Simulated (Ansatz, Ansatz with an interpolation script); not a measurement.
Rows from a G0W0 calculation on MgH2 (Pbcn) (Ansatz 0.2.0; G0W0 on LDA, plane waves, PAW; 4×4×4 mesh, 876 empty bands, screening to 220 eV), in eV. Spin-orbit coupling is left out.

| row | Σx | Σc | Vxc | Z |
| --- | --- | --- | --- | --- |
| A | -4.37 | -3.75 | -8.81 | 0.81 |
| B | -15.13 | 2.02 | -11.65 | 0.76 |
| C | -5.26 | -3.77 | -9.59 | 0.80 |
| D | -15.24 | 2.09 | -11.70 | 0.76 |
| E | -15.43 | 2.73 | -11.26 | 0.74 |
| F | -14.39 | 2.06 | -11.01 | 0.76 |

Question: Which rows are filled states and which are empty ones, and how can one tell?

Filled: B, D, E and F. Empty: A and C. The sign of Σc tells: for a filled state bare exchange, which holds its interaction with itself, lies below Vxc (Σx − Vxc is -3.4 eV or lower here) and screening gives part back as a positive Σc. For an empty state Σx lies above Vxc (+4.3 eV or more) and the Coulomb hole leaves Σc negative.

[Runs of the session that timed out or met a known fault of the program may be left out.]

[Hosts, paths, dates, database ids (printed as entryN), source tags and the programs' standing remarks are cut or masked in the printed files.]
